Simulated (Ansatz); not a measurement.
# Lattice dynamics of LaP (model cell, started as zinc blende), part 2 of 2

Wanted: vibrations and spectra of LaP (model cell, started as zinc blende); the cell is already relaxed. After the zone centre comes a 2×2×2 q mesh on a 8×8×8 k mesh.

Ansatz 0.2.0; DFT PBEsol, scalar-relativistic, plane waves, norm-conserving pseudopotentials.

So far. Step 2 (Linear response at the zone centre): Before it was imposed, the acoustic sum rule was missed by 3.8e-5 eV/Å² and the charge sum rule by 9.2e-4 e. Small misses are needed for a sound result but don't prove that mesh and cutoff are converged. The lowest optical mode is real, 240 cm⁻¹.

The structure was built from a prototype and need not be the compound's stable phase.

### Step 3. The dispersion

Stability and thermal properties need the whole zone. Linear response on a 2×2×2 q mesh gives force constants as far as a supercell of that size would, and the tensors from the zone-centre run are typed in so that the long-range dipole term is interpolated apart.

File input.yaml:

```yaml
crystal:
  lattice:
    - [0.0, 3.2715932356, 3.2715932356]
    - [3.2715932356, 0.0, 3.2715932356]
    - [3.2715932356, 3.2715932356, 0.0]
  atoms:
    - { symbol: La, position: [0.0, 0.0, 0.0] }
    - { symbol: P, position: [0.25, 0.25, 0.25] }
kpoints:
  mp_grid: { grid: [8, 8, 8] }
hamiltonian:
  xc: pbesol
  pseudopotentials: { kind: nc }
scf:
  occupations: { method: fixed }
output:
  eigenvalues: true
phonons:
  method: dfpt
  qmesh: [2, 2, 2]
  temperatures: { t_max: 1000, t_step: 50 }
  qpath:
    path:
      - [[0.0, 0.0, 0.0], [-0.5, -0.5, 0.0], [-0.375, -0.375, 0.25]]
      - [[-0.375, 0.0, 0.375], [0.0, 0.0, 0.0], [0.0, 0.0, 0.5], [-0.5, -0.25, 0.25], [-0.5, -0.5, 0.0]]
    npoints: 10
  non_analytic_term:
    high_frequency_dielectric_tensor: [[8.5786, 0.0, 0.0], [0.0, 8.5786, 0.0], [0.0, 0.0, 8.5786]]
    born_effective_charges:
      - { species: La, tensor: [[3.2247, 0.0, 0.0], [0.0, 3.2247, 0.0], [0.0, 0.0, 3.2247]] }
      - { species: P, tensor: [[-3.2247, 0.0, 0.0], [0.0, -3.2247, 0.0], [0.0, 0.0, -3.2247]] }
    source: "zone-centre run at this cell"
```

Command:

```console
$ ansatz run input.yaml --threads 4 --pin off --max-ram 7168MiB --backend cpu --events-out ev --progress --plain --runs-dir out
```

Numbers of over 12 decimals in the logs are rounded to 6 here.

Output:

```text
Warning: phonons: the dynamical matrix that this run interpolates holds no multipole term above the dipole-dipole one, and a site of this crystal is no centre of inversion, so its interpolated transverse optical and acoustic branches and sound speeds can stay off near Gamma, and the density of states and the thermodynamics with them. What a run solves at a wave vector of phonons.qpoints, Gamma apart, where the deck admits one, is free of this, and under fd what a larger phonons.supercell samples
[...]
Crystal: 2 atoms, lattice volume = 70.034 Å³
Basis set: ecut = 1496.626244 eV, 9257 PW (Γ), exchange–correlation on 120×120×120 points (8 copies of the dense FFT grid, shifted against one another)
Bands: 12, of which v1, the nominal top of the filled ones, is band 8 counted from 1 (7 counted from 0)
Symmetry: 24 space group operations
k-points: 29 of 512 (time reversal used)
[...]
SCF iter   1: F=—  HF=-1146.264056 eV  |F-HF|=—  |Δ(HF+E_count)|=         —  Δρ=2.99e-2  dr2=1.42e0  ethr=3.10e-3  ⟨swp⟩=13.2  Hψ=4153  notcnv=0  defer=74
[...]
SCF iter  11: F=-1145.837830 eV  HF=-1145.837830 eV  |F-HF|=3.64e-12  |Δ(HF+E_count)|=  5.73e-11  Δρ=9.23e-8  dr2=5.06e-12  ethr=1.00e-12  ⟨swp⟩=36.9  Hψ=8192  notcnv=0
SCF 1 converged in 11 iterations: F = -1145.837830 eV  dr2 = 5.06e-12
NSCF: frozen V_eff on 29 k-points
[...]
DFPT response loops at q = (0, 0, 0) (fractional): preconditioner auto → none (the input reference at scf.mixing.eps_inf says where Resta's filter doesn't serve); β = 0.50; Broyden in place of MSR1
[...]
SCF converged after 11 iterations
Free energy (F): -1145.837830 eV
[...]
Internal energy: -1145.837830 eV  (E = F + TS)
E sigma→0 (E₀):  -1145.837830 eV
Fermi energy:    5.990463 eV
[...]
--- Band table (eV; the first three rows and the last of 29) ---
  k-point 0: bands = [... 4 lower, -2.4766, 4.6685, 4.6685, 4.6685, 7.6572, 8.8844, 8.8844, 8.8844]
  k-point 1: bands = [... 4 lower, -2.3733, 4.5579, 4.7395, 4.7395, 7.9477, 8.7375, 8.7375, 8.8674]
  k-point 2: bands = [... 4 lower, -2.1401, 4.4884, 4.8991, 4.8991, 8.3421, 8.5978, 8.5978, 8.8350]
  k-point 28: bands = [... 4 lower, -1.6198, 4.7607, 4.9560, 5.9905, 7.3960, 8.5204, 8.7608, 8.8622]
--- Phonons (Γ-DFPT): 2 representative perturbations + reference (Σ response iterations 5) ---
  ASR residual: 1.421e-4 → 0.000e0 eV/Å²; symmetrization residual: 1.978e-7 eV/Å²
  ASR residual per site (eV/Å²): 1.42e-4 9.96e-7
  Γ frequencies (cm⁻¹): 0.00 0.00 0.00 239.50 239.50 239.50
--- Phonons (arbitrary-q DFPT): 3 irreducible q on the 2×2×2 mesh ---
  q = [0.0000, 0.0000, 0.0000] (star 1, of the zone-centre solve; hermiticity 7.40e-8, symmetrization 4.82e-15): -0.00 0.00 0.00 239.50 239.50 239.50
  q = [0.0000, 0.0000, -0.5000] (star 4, 2 solved perturbations on 150 of 512 k-point pairs; hermiticity 2.27e-7, symmetrization 2.99e-9, the responses' own estimated error 7.9e-5 eV/Å²): 27.81 27.81 131.75 232.69 232.69 270.92
  q = [0.0000, -0.5000, -0.5000] (star 3, 4 solved perturbations in 308 linear systems a pass and spin channel, the states on 95 of 512 k-point pairs; hermiticity 1.24e-7, symmetrization 3.01e-10, the responses' own estimated error 7.9e-5 eV/Å²): 60.15 60.15 138.74 218.00 218.00 272.11
  sum rule: each row above includes the acoustic sum rule's correction from the zone centre's row sums; it moved no ω² by more than (0.53 cm⁻¹)²
  mesh force constants: q→R imaginary residual 1.46e-17; ASR residual 1.421e-4 → 0.000e0 eV/Å²; symmetrization residual 1.998e-15 eV/Å²
  interpolated dispersion: 63 rows × 6 modes
  density of states and harmonic sums: on the 16×16×16 q-mesh, interpolated from the force constants of a 2×2×2 supercell (with the dipole–dipole term of supplied tensors)
  largest difference from the sums on the solved wave vectors: F 5.42e-2 eV, S 8.65e-5 and C_V 3.22e-5 eV/K
  zero-point energy: 0.058958 eV/cell   skipped modes (ω ≤ 0): 3   left out of the sums: 1.22e-4 of the cell's modes: C_V's classical limit lies that fraction below 3 k_B per atom; for a crystal, a wire or a layer, F and S can be off by more, and a phonons.interpolated_qmesh denser along its periods is the remedy for the sampling
```

Elapsed: 67 s, on 4 threads of Arm Neoverse V2, shared host; peak memory 2 GiB; 4.4 min of CPU time.

This step gave:

```yaml
sum_rule_residual_before_enforcement: 1.42e-4 eV/Å²
lowest_frequency_on_the_path: 0 cm⁻¹
highest_frequency_on_the_path_or_at_a_solved_wavevector: 301.6 cm⁻¹
mean_frequency: 158.5 cm⁻¹
debye_temperature_second_moment: 339 K
logarithmic_mean_frequency: 124.7 cm⁻¹
lowest_mode_on_the_q_mesh_acoustic_modes_at_gamma_apart: 27.81 cm⁻¹
zero_point_energy_per_atom: 29.48 meV
heat_capacity_at_300_k: 23.45 J/(mol atoms K)
vibrational_entropy_at_300_k: 38.52 J/(mol atoms K)
edges_of_the_widest_gap_between_branches_on_path_and_mesh: 138.7, 218 cm⁻¹
```

Frequencies (cm⁻¹) solved at each irreducible wavevector; negative means imaginary. Frequencies by wavevector, by row:

```
q in reciprocal lattice units  star  mode 1  mode 2  mode 3  mode 4  mode 5  mode 6
                        0 0 0     1       0       0       0   239.5   239.5   239.5
                     0 0 -0.5     4    27.8    27.8   131.8   232.7   232.7   270.9
                  0 -0.5 -0.5     3    60.1    60.1   138.7     218     218   272.1
```

Interpolated from a 2×2×2 q mesh, with the LO-TO term (at Γ the limit along the path; where Γ stands inside the path, tables give the limit on arrival). The phonon branches at the labelled points (cm⁻¹):

```
    point  branch 1  branch 2  branch 3  branch 4  branch 5  branch 6
        Γ         0         0         0       240       240       302
  halfway        37        37        97       230       230       288
        X        60        60       139       218       218       272
  halfway        58        70       135       219       222       268
        U        52        87       127       222       232       259
jump to K        52        87       127       222       232       259
  halfway        24        62        94       235       236       278
        Γ         0         0         0       240       240       302
  halfway        20        20        95       236       236       286
        L        28        28       132       233       233       271
  halfway        45        75       125       228       238       258
        W        76        77       125       224       237       251
  halfway        68        69       133       221       224       264
        X        60        60       139       218       218       272
```

The phonon branches as a text plot (rows in cm⁻¹):

```
    295 |******                   **********
    283 |      ***              **          ***
    270 |         *******      *               ******         ***
    258 |                ******                      ****  ***
    245 |**                 ***     ******               **
    232 |  ******        ************     ********************
    220 |        ***********                            *********
    207 |
    195 |
    182 |
    170 |
    157 |
    145 |            *                                          *
    132 |         *** *****                    *******     *****
    119 |        *         **                 *       *****
    107 |       *            ***             *
     94 |      *           **   *           *
     82 |    **         ***  **  *         *           *****
     69 |              *       *  **                 **  *  ***
     57 |   *    **********     *         *         *  **      **
     44 |  *    *          **    *  *    *         * **
     31 |    ***             ***  **           ******
     19 | ***                   ******  * *****
      6 |**                         ******
         Γ           X  U|K            Γ         L        W     X
```

Tetrahedra on a 16×16×16 mesh, mean over bins of 5 cm-1. Interpolated from a 2×2×2 q mesh. Table of phonon density of states by wavenumber; read off at these points:

```
wavenumber (cm⁻¹)  phonon density of states (1/cm⁻¹/cell)
                2                                  1.8e-4
               18                                  0.0081
               32                                  0.0324
               48                                  0.0362
               58                                  0.0379
               72                                  0.0234
               88                                  0.0177
              102                                 0.00816
              118                                  0.0247
              122                                  0.0595
              132                                  0.0108
              148                                       0
              158                                       0
              172                                       0
              188                                       0
              202                                       0
              218                                 0.00547
              232                                   0.119
              238                                   0.126
              248                                       0
              258                                  0.0311
              268                                  0.0355
              272                                  0.0290
              288                                  0.0102
              302                                  2.4e-4
```

The partial phonon density of states has structure finer than the step of the table below, so its rows give means over 10 cm⁻¹, whole bins alone (the curve runs from -10 to 320 cm⁻¹). Peaks (cm⁻¹: height): La 48.0: 0.0318, 124.7: 0.0532, 234.6: 0.0240; P 234.6: 0.115, 267.8: 0.0334.

Phonopy on the run's constants, 15x15x15 mesh, Gaussian sigma 2.4 cm-1. Interpolated from a 2×2×2 q mesh. Partial phonon density of states against wavenumber; means over each step; values in 1/cm⁻¹/cell:

```
wavenumber (cm⁻¹)       La        P
                0   2.7e-4   6.3e-5
               10  0.00252   5.8e-4
               20  0.00954  0.00227
               30   0.0228  0.00564
               40   0.0266  0.00658
               50   0.0300  0.00723
               60   0.0270  0.00618
               70   0.0208  0.00422
               80   0.0222  0.00399
               90   0.0120  0.00196
              100  0.00664   8.8e-4
              110   0.0123  0.00124
              120   0.0362  0.00185
              130   0.0257   7.7e-4
              140  0.00201   1.9e-5
              150   1.5e-6        0
              160        0        0
              170        0        0
              180        0        0
              190        0        0
              200        0        0
              210   6.4e-5   2.6e-4
              220  0.00662   0.0264
              230   0.0197   0.0861
              240  0.00940   0.0514
              250   1.0e-3  0.00916
              260  0.00197   0.0287
              270  0.00165   0.0293
              280  0.00149   0.0153
              290  0.00117  0.00766
              300   4.4e-4  0.00224
              310   2.7e-6   1.6e-5
```

Second derivatives of the energy by pair, one row for each kind of neighbour of each atom listed. Each entry sums the pair over the periodic images of the supercell that the q mesh stands for, and in a polar crystal it holds the long-range dipole part too. Force constants by pair, by row:

```
atom  neighbour  distance (Å)  third of the trace (eV/Å²)  along the pair's line (eV/Å²)
 La1     itself             0                       7.125                              –
 La1          P         2.833                      -1.336                         -3.666
 La1         La         4.627                     -0.2674                         -1.189
 La1          P         5.425                     4.00e-4                        -0.0979
 La1         La         6.543                     -0.1785                        -0.1785
  P2     itself             0                        5.82                              –
  P2         La         2.833                      -1.336                         -3.666
  P2          P         4.627                     -0.0519                        -0.9268
  P2         La         5.425                     4.00e-4                        -0.0979
  P2          P         6.543                     -0.1668                        -0.1668
```

Harmonic thermodynamic functions per atom, from the density of states. Interpolated from a 2×2×2 q mesh. Thermodynamic functions, by row:

```
T (K)  F_vib (meV/atom)  S (J/mol-atom/K)  C_V (J/mol-atom/K)
    0             29.48                 0                   0
   50             27.99             7.276               9.216
  100             21.92             15.94               16.11
  200             -1.98             29.31               21.83
  300             -37.4             38.52               23.45
  400            -81.03             45.37               24.08
  500            -130.9             50.78               24.38
  600              -186             55.24               24.55
  700            -245.2             59.03               24.65
  800            -308.1             62.33               24.72
  900            -374.3             65.24               24.77
 1000            -443.3             67.85                24.8
```

Harmonic mean-square displacement, third of the trace. Interpolated from a 2×2×2 q mesh. Mean square displacements, by row:

```
T (K)  La1 U_eq (Å²)  P2 U_eq (Å²)
    0        0.00194       0.00363
  100        0.00755       0.00957
  300        0.02191       0.02575
  600        0.04367       0.05087
```

Symmetry leaves 3 wavevectors to solve. The lowest mode among them, the acoustic zeros apart, lies at q = (0, 0, -0.5) and is real, 27.8 cm⁻¹.

### Step 4. What came out

* space group (within 0.01 Å): F-43m
* volume per atom: 35.0 Å³
* gap on the k-mesh: 1.41 eV
* highest optical mode at the zone centre (no LO-TO term): 240 cm⁻¹
* top of the zone-centre spectrum with the field: 302 cm⁻¹
* lowest optical zone-centre mode: 240 cm⁻¹
* mean high-frequency dielectric constant: 8.58
* mean static dielectric constant: 13.6
* largest Born charge (third of the trace): 3.22 e
* lowest mode on the q mesh (acoustic modes at Γ apart): 27.8 cm⁻¹
* highest frequency on the path or at a solved wavevector: 302 cm⁻¹
* zero-point energy per atom: 29.5 meV
* heat capacity at 300 K: 23.4 J/(mol atoms K)
* vibrational entropy at 300 K: 38.5 J/(mol atoms K)
* Debye temperature (second moment): 339 K
* imaginary modes on the 2×2×2 q mesh: none

In words: The structure is a minimum as far as tested: no mode is imaginary at the 3 irreducible wavevectors of the 2×2×2 mesh, and the softest away from the acoustic zeros lies at 28 cm⁻¹. Without the field, the optical modes at Γ form one degenerate level at 240 cm⁻¹. The highest mode in this list at Γ, 239.5 cm⁻¹, is mostly motion of P (82 % of the kinetic energy). With the macroscopic field of the longitudinal modes the top of the zone-centre spectrum lies at 302 cm⁻¹, against 240 cm⁻¹ without it. Lattice motion raises the mean dielectric constant from 8.579 to 13.61. The strongest infrared line is at 240 cm⁻¹. Averaged over orientations, the strongest Raman line at 532 nm and 300 K is at 240 cm⁻¹, among the modes without the field; their longitudinal partners can be Raman active too. The tensors are the static, non-resonant ones, while 532 nm light (2.33 eV) lies above the computed gap. On the path and the mesh, the widest gap between branches runs from 139 to 218 cm⁻¹. The program warns that the interpolation holds no quadrupole term, so branches close to Γ can be off in this crystal. Spin-orbit coupling is left out, which can matter for the heavy elements here. The starting cell was built on a prototype and not taken from a measurement, so the phase need not exist. These are harmonic frequencies at zero temperature: anharmonic shifts, linewidths and thermal expansion are left out.

[Logs are printed without paths, hosts, clocks, repeated set-up lines and the standing remarks that a program may print on its own settings, such as how far it seeks lower states.]

[Hosts, paths, dates, database ids (printed as entryN), source tags and the programs' standing remarks are cut or masked in the printed files.]
